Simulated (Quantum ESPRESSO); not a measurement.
**BiAu2 (Maldonite): zone-centre phonons**

Which modes does BiAu2 (Maldonite) have at the zone centre?

Calculated with Quantum ESPRESSO 7.5; DFT LDA, scalar-relativistic, plane waves, JTH PAW pseudopotentials.

Report form: the programs' logs are mostly left out.

The database entry behind the starting cell is an old determination (1935), so it need not match the best structure at ambient conditions.

## 1. The starting structure

It takes space group Fd-3m (No. 227, cubic). The conventional cell has a = 7.942 Å, b = 7.942 Å, c = 7.942 Å, α = 90.00°, β = 90.00°, γ = 90.00°. Nearest to Bi lie 12 Au at 3.29 Å and 4 Bi at 3.44 Å. Nearest to Au lie 6 Au at 2.81 Å and 6 Bi at 3.29 Å. Farther neighbours are not listed.

Coordinates:

```cif
data_structure
_symmetry_space_group_name_H-M 'P 1'
_symmetry_Int_Tables_number 1
_cell_length_a 5.6158
_cell_length_b 5.6158
_cell_length_c 5.6158
_cell_angle_alpha 60.000
_cell_angle_beta 60.000
_cell_angle_gamma 60.000
_cell_volume 125.24
loop_
_atom_site_label
_atom_site_type_symbol
_atom_site_fract_x
_atom_site_fract_y
_atom_site_fract_z
_atom_site_occupancy
Bi1 Bi 0.00000 0.00000 0.00000 1
Bi2 Bi 0.25000 0.25000 0.25000 1
Au3 Au 0.62500 0.62500 0.62500 1
Au4 Au 0.12500 0.62500 0.62500 1
Au5 Au 0.62500 0.62500 0.12500 1
Au6 Au 0.62500 0.12500 0.62500 1
```

## 2. A probe with smearing

Before anything dear is run, a loose run with smearing shows whether this is a metal and how far the cell is from rest.

Contents of probe.in:

```
&control
   calculation = 'scf'
   prefix = 'x'
   outdir = './tmp'
   pseudo_dir = './pseudo'
   tprnfor = .true.
   tstress = .true.
   verbosity = 'high'
/
&system
   ibrav = 0
   nat = 6
   ntyp = 2
   ecutwfc = 40.0
   ecutrho = 200.0
   occupations = 'smearing'
   smearing = 'gaussian'
   degauss = 0.01
/
&electrons
   conv_thr = 1.0d-07
   mixing_beta = 0.7
   electron_maxstep = 100
/
ATOMIC_SPECIES
 Bi    208.9804  Bi.upf
 Au    196.9666  Au.upf
CELL_PARAMETERS angstrom
     0.000000000    3.971000000    3.971000000
     3.971000000    0.000000000    3.971000000
     3.971000000    3.971000000    0.000000000
ATOMIC_POSITIONS crystal
 Bi     0.000000000   0.000000000   0.000000000
 Bi     0.250000000   0.250000000   0.250000000
 Au     0.625000000   0.625000000   0.625000000
 Au     0.125000000   0.625000000   0.625000000
 Au     0.625000000   0.625000000   0.125000000
 Au     0.625000000   0.125000000   0.625000000
K_POINTS automatic
 4 4 4 0 0 0
```

Command:

```
$ OMP_NUM_THREADS=1 mpirun -n 4 pw.x -nk 4 -in probe.in > probe.out
```

The job ended after 13 s (4 MPI ranks of Intel Xeon Platinum 8375C at 2.90GHz (Ice Lake), shared host; 52 s of CPU time).

Read from the output:

* volume per atom: 20.87 Å³
* pressure: -3.349 GPa
* gap on the k-mesh: 0 eV

No gap opens on this mesh, so smearing is kept; the start stands at -3.3 GPa.

## 3. Relaxing the cell and atoms

The relaxation runs at a cutoff a fifth above that of the response, since stress converges more slowly with the basis than frequencies do. Forces and stress are brought to rest with tight thresholds.

relax.in, as its differences from probe.in of step 2:

```diff
@@ -1,3 +1,3 @@
 &control
-   calculation = 'scf'
+   calculation = 'vc-relax'
    prefix = 'x'
@@ -7,3 +7,5 @@
    tstress = .true.
-   verbosity = 'high'
+   forc_conv_thr = 2.0d-05
+   etot_conv_thr = 1.0d-07
+   nstep = 40
 /
@@ -13,12 +15,17 @@
    ntyp = 2
-   ecutwfc = 40.0
-   ecutrho = 200.0
+   ecutwfc = 48
+   ecutrho = 240.0
    occupations = 'smearing'
-   smearing = 'gaussian'
-   degauss = 0.01
+   smearing = 'mv'
+   degauss = 0.02
 /
 &electrons
-   conv_thr = 1.0d-07
+   conv_thr = 1.0d-11
    mixing_beta = 0.7
    electron_maxstep = 100
+/
+&ions
+/
+&cell
+   press_conv_thr = 0.2
 /
```

Command:

```
$ OMP_NUM_THREADS=1 mpirun -n 4 pw.x -nk 4 -in relax.in > relax.out
```

It took 2.4 min on 4 MPI ranks.

The steps of the relaxation:

| step | energy less that of the first step (eV) | largest force (eV/Å) | pressure (GPa) | volume (Å³) |
| --- | --- | --- | --- | --- |
| 1 | 0.0000 | 0.0000 | -3.32 | 125.24 |
| 2 | -0.0303 | 0.0000 | -1.25 | 123.13 |
| 3 | -0.0349 | 0.0000 | 0.08 | 121.89 |
| 4 | -0.0349 | 0.0000 | 0.00 | 121.96 |
| 5 | -0.0349 | 0.0000 | 0.00 | 121.96 |
| 6 | -0.0308 | 0.0000 | 0.04 | 121.96 |

| conventional cell, symmetrised | before | after | change |
| --- | --- | --- | --- |
| a (Å) | 7.942 | 7.872 | -0.9 % |
| b (Å) | 7.942 | 7.872 | -0.9 % |
| c (Å) | 7.942 | 7.872 | -0.9 % |
| volume (Å³/atom) | 20.87 | 20.33 | -2.6 % |

The last row of the table of steps is pw.x's closing run on a basis chosen anew for the final cell, so its energy can jump.

Numbers from this step:

```
volume per atom : 20.33 Å³
pressure        : 0.04 GPa
```

The volume changes by -2.6 % from the cell with which this run began.

## 4. Self-consistent run for the response

Perturbation theory inherits every error of the wavefunctions, so the threshold is set near the limit of the arithmetic. Smearing stays on, as the first look found no gap above 0.3 eV.

Contents of scf.in:

```
&control
   calculation = 'scf'
   prefix = 'x'
   outdir = './tmp'
   pseudo_dir = './pseudo'
   tprnfor = .true.
   tstress = .true.
/
&system
   ibrav = 0
   nat = 6
   ntyp = 2
   ecutwfc = 40.0
   ecutrho = 200.0
   occupations = 'smearing'
   smearing = 'mv'
   degauss = 0.02
/
&electrons
   conv_thr = 1.0d-12
   mixing_beta = 0.7
   electron_maxstep = 100
/
ATOMIC_SPECIES
 Bi    208.9804  Bi.upf
 Au    196.9666  Au.upf
CELL_PARAMETERS angstrom
     0.000000000    3.936053034    3.936053034
     3.936053034    0.000000000    3.936053034
     3.936053034    3.936053034    0.000000000
ATOMIC_POSITIONS crystal
 Bi     0.000000000   0.000000000   0.000000000
 Bi     0.250000000   0.250000000   0.250000000
 Au     0.625000000   0.625000000   0.625000000
 Au     0.125000000   0.625000000   0.625000000
 Au     0.625000000   0.625000000   0.125000000
 Au     0.625000000   0.125000000   0.625000000
K_POINTS automatic
 4 4 4 0 0 0
```

Command:

```
$ OMP_NUM_THREADS=1 mpirun -n 4 pw.x -nk 4 -in scf.in > scf.out
```

Elapsed: 18 s, on 4 MPI ranks; 72 s of CPU time.

Numbers from this step:

```yaml
pressure: -0.067 GPa
```

The cell stands at -0.067 GPa, close enough for phonons.

## 5. Linear response at Γ

At q = 0 one unit cell holds all displacements; symmetry groups them into irreducible representations that are solved one by one. With smeared occupations no response to a homogeneous field can be asked.

Contents of ph.in:

```
phonons
&inputph
   prefix = 'x'
   outdir = './tmp'
   fildyn = 'g.dyn'
   tr2_ph = 1.0d-18
   alpha_mix(1) = 0.4
   nmix_ph = 8
/
0.000000000000 0.000000000000 0.000000000000
```

Command:

```
$ OMP_NUM_THREADS=1 mpirun -n 4 ph.x -nk 4 -in ph.in > ph.out
```

Run time: 14 min. Hardware: 4 MPI ranks; 54 min of CPU time.

Read from the output:

| Quantity | Value |
| --- | --- |
| largest acoustic frequency at the zone centre before the sum rule | 0.81 cm⁻¹ |
| highest optical zone-centre mode (no LO-TO term) | 200.6 cm⁻¹ |
| lowest optical zone-centre mode | 12.18 cm⁻¹ |

The acoustic modes at Γ come out as far as 0.8 cm⁻¹ from zero, where they should vanish, a small numerical error.

## 6. Modes with the sum rule

A rigid shift of the crystal must cost nothing, but grids and finite bases break this; the acoustic sum rule is imposed before the matrix is diagonalised again.

Contents of dynmat.in:

```
&input
   fildyn = 'g.dyn'
   asr = 'simple'
   fileig = 'dynmat.eig'
/
```

Command:

```
$ dynmat.x -in dynmat.in > dynmat.out
```

The job ended after 0.57 s (1 thread).

Read from the output:

| Item | Value |
| --- | --- |
| lowest optical zone-centre mode | 12.15 cm⁻¹ |

Unit eigenvectors of the mass-weighted matrix after the sum rule; no LO-TO term. The modes at Γ (shares of kinetic energy by element, %):

| mode | frequency (cm⁻¹) | Bi % | Au % |
| --- | --- | --- | --- |
| 1 | 0.0 | 35 | 65 |
| 2 | 0.0 | 35 | 65 |
| 3 | 0.0 | 35 | 65 |
| 4 | 12.2 | 0 | 100 |
| 5 | 12.2 | 0 | 100 |
| 6 | 12.2 | 0 | 100 |
| 7 | 63.5 | 64 | 36 |
| 8 | 63.5 | 64 | 36 |
| 9 | 63.5 | 64 | 36 |
| 10 | 63.6 | 100 | 0 |
| 11 | 63.6 | 100 | 0 |
| 12 | 63.6 | 100 | 0 |
| 13 | 97.4 | 0 | 100 |
| 14 | 97.4 | 0 | 100 |
| 15 | 133.8 | 1 | 99 |
| 16 | 133.8 | 1 | 99 |
| 17 | 133.8 | 1 | 99 |
| 18 | 200.6 | 0 | 100 |

Displacements in mode 5 (12.2 cm⁻¹), the largest set to 1:
```
Bi1  0.00  0.00  0.00
Bi2  0.00  0.00  0.00
Au3 -0.03 -0.77  0.80
Au4  0.03  1.00 -0.97
Au5  0.20 -1.00 -0.80
Au6 -0.20  0.77  0.97
```

Displacements in mode 12 (63.6 cm⁻¹), the largest set to 1:
```
Bi1 -0.03  1.00  0.42
Bi2  0.03 -1.00 -0.42
Au3  0.00  0.00  0.00
Au4  0.00  0.00  0.00
Au5  0.00  0.00  0.00
Au6  0.00  0.00  0.00
```

The rule moves no optical mode by more than 0.1 cm⁻¹.

## 7. Sum rules set otherwise: a sum rule for molecules or wires on a crystal

This rule also removes rotations, which suits wires and not a crystal; it is tried to see the harm.

Contents of dynmat.in:

```
&input
   fildyn = 'g.dyn'
   asr = 'one-dim'
   fileig = 'dynmat.eig'
/
```

Command:

```
$ dynmat.x -in dynmat.in > dynmat.out
```

Elapsed: 0.57 s, on 1 thread.

The run ended normally, but on settings that are not sound.

The fault: a sum rule for molecules or wires on a crystal; 1 optical mode is projected out to zero frequency, as if it were a rotation.

For a crystal the rule has to be 'simple' or 'crystal'.

Zone-centre frequencies as printed; negative means imaginary. Modes:

| mode | frequency (cm⁻¹) |
| --- | --- |
| 1 | 0 |
| 2 | 0 |
| 3 | 0 |
| 4 | 0 |
| 5 | 12.18 |
| 6 | 12.18 |
| 7 | 32.37 |
| 8 | 63.47 |
| 9 | 63.47 |
| 10 | 63.54 |
| 11 | 63.55 |
| 12 | 63.55 |
| 13 | 97.37 |
| 14 | 97.37 |
| 15 | 133.2 |
| 16 | 133.8 |
| 17 | 133.8 |
| 18 | 200.6 |

## 8. Sum rules set otherwise (asr no)

Without the rule the raw error of the acoustic modes shows.

Contents of dynmat.in:

```
&input
   fildyn = 'g.dyn'
   asr = 'no'
   fileig = 'dynmat.eig'
/
```

Command:

```
$ dynmat.x -in dynmat.in > dynmat.out
```

Wall time 0.56 s (1 thread).

Read from the output:

```
lowest optical zone-centre mode : 12.18 cm⁻¹
```

Zone-centre frequencies as printed; negative means imaginary. Modes:

| mode | frequency (cm⁻¹) |
| --- | --- |
| 1 | 0.81 |
| 2 | 0.81 |
| 3 | 0.81 |
| 4 | 12.18 |
| 5 | 12.18 |
| 6 | 12.18 |
| 7 | 63.47 |
| 8 | 63.47 |
| 9 | 63.47 |
| 10 | 63.55 |
| 11 | 63.55 |
| 12 | 63.55 |
| 13 | 97.37 |
| 14 | 97.37 |
| 15 | 133.8 |
| 16 | 133.8 |
| 17 | 133.8 |
| 18 | 200.6 |

Against the first rule no mode moves by more than 0.9 cm⁻¹.

## 9. Summary of results

```
space group after relaxation                                           : Fd-3m
volume per atom                                                        : 20.3 Å³
highest optical zone-centre mode (no LO-TO term)                       : 200.6 cm⁻¹
lowest optical zone-centre mode                                        : 12.2 cm⁻¹
imaginary optical modes at the zone centre (no q mesh in this session) : none
```

What this shows: At the LDA level the optical modes of BiAu2 (Maldonite) at the zone centre run from 12 to 201 cm⁻¹. The lowest optical mode, 12.2 cm⁻¹, is so soft that its value and sign are not settled by this run. Of the 15 optical modes, 6 are silent, 6 are infrared active alone and 3 are Raman active alone; inversion symmetry keeps the two sets apart. These are harmonic frequencies at zero temperature: anharmonic shifts and linewidths and thermal expansion are left out. Spin-orbit coupling is left out, which can matter for the heavy elements here. In a metal the frequencies hang on the k mesh and the smearing, most of all near Kohn anomalies.

[Host names and launcher messages were left out of these logs when they were recorded.]

[Logs are printed without paths, hosts, clocks, repeated set-up lines and the standing remarks that a program may print on its own settings, such as how far it seeks lower states.]

[Hosts, paths, dates, database ids (printed as entryN), source tags and the programs' standing remarks are cut or masked in the printed files.]
